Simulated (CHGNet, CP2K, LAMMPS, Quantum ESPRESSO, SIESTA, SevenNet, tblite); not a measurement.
# Pressure against volume in amorphous 71GeO2-29Lu2O3 (mol %) (61 atoms), QE, PBE

Density of this cell: 6.00 g/cm³. The cell holds 61 atoms: 12 Ge, 10 Lu and 39 O. Its edges and angles: a = 9.649 Å, b = 9.649 Å, c = 9.649 Å, α = 90.0°, β = 90.0°, γ = 90.0°. 61 atoms (12 Ge, 10 Er, 39 O) placed at random at 5.59 g/cm³, melted at 5000 K for 10 ps at fixed volume with the Morse and Coulomb pair potential with partial charges (Pedone, Malavasi, Menziani, Cormack and Segre, J. Phys. Chem. B 110, 11780 (2006)). Quenched from 5000 K to 300 K at 20 K/ps and fixed volume, held 10 ps at zero pressure, then minimised at fixed cell. Then Er was replaced by Lu and the cell scaled by 1.003 (the potential has no terms for the new elements, so the cell is a start for a DFT relaxation). Then the atoms were relaxed with SevenNet 0 in the fixed cell.

Calculated with Quantum ESPRESSO 7.5: PBE; plane waves, SSSP efficiency, 60/480 Ry; k-points Γ. The unchanged cell has V0 = 14.729 Å³ an atom and P0 = -0.968 GPa. It is scaled evenly, and SevenNet 0 relaxes the atoms at each volume before the single point.

```
volume (Å³/atom)  pressure (GPa)
          13.845           2.784
          14.287          0.5703
          15.171               ?
          15.612          -3.391
```

Task: Fit a second-order expansion in ln V to the rows given and interpolate to the withheld row.

Worked fit:

To second order in u = ln(V/V0), P = P0 − B u + ½ B B′ u², with B the bulk modulus at V0 and B′ its pressure derivative. So v = (P − P0)/u is a line in u, with intercept −B and slope ½ B B′.

| u | v (GPa) |
| --- | --- |
| -0.0618754 | -60.6428 |
| -0.0304592 | -50.5135 |
| 0.0582689 | -41.5779 |

With n = 3: mean u = -0.0113552, mean v = -50.9114, Σ(u − ū)² = 0.0077648, Σ(u − ū)(v − v̄) = 1.1339. Slope b = 1.1339 / 0.0077648 = 146.03; intercept a = v̄ − b ū = -49.253.

So B = 49.3 GPa and B′ = 2b/B = 5.9. At the withheld volume u = 0.02956, v = a + b u = -44.94 GPa, and P = P0 + u v.

Prediction at 15.171: -2.297 GPa. The run gave -2.290 GPa, so the fit is low by 0.0063 GPa (0.27 % of the value).

B′ = 5.9 rests on three points. Among the rows given, the largest miss of the fit is at 13.845, by 0.15 GPa (2.4 % of the range of the table).

Limits: Static cells at zero temperature, with the cell shape held. The atoms follow SevenNet 0, not this level's own minimum.

[Logs are printed without paths, hosts, clocks, repeated set-up lines and the standing remarks that a program may print on its own settings, such as how far it seeks lower states.]

[Hosts, paths, dates, database ids (printed as entryN), source tags and the programs' standing remarks are cut or masked in the printed files.]
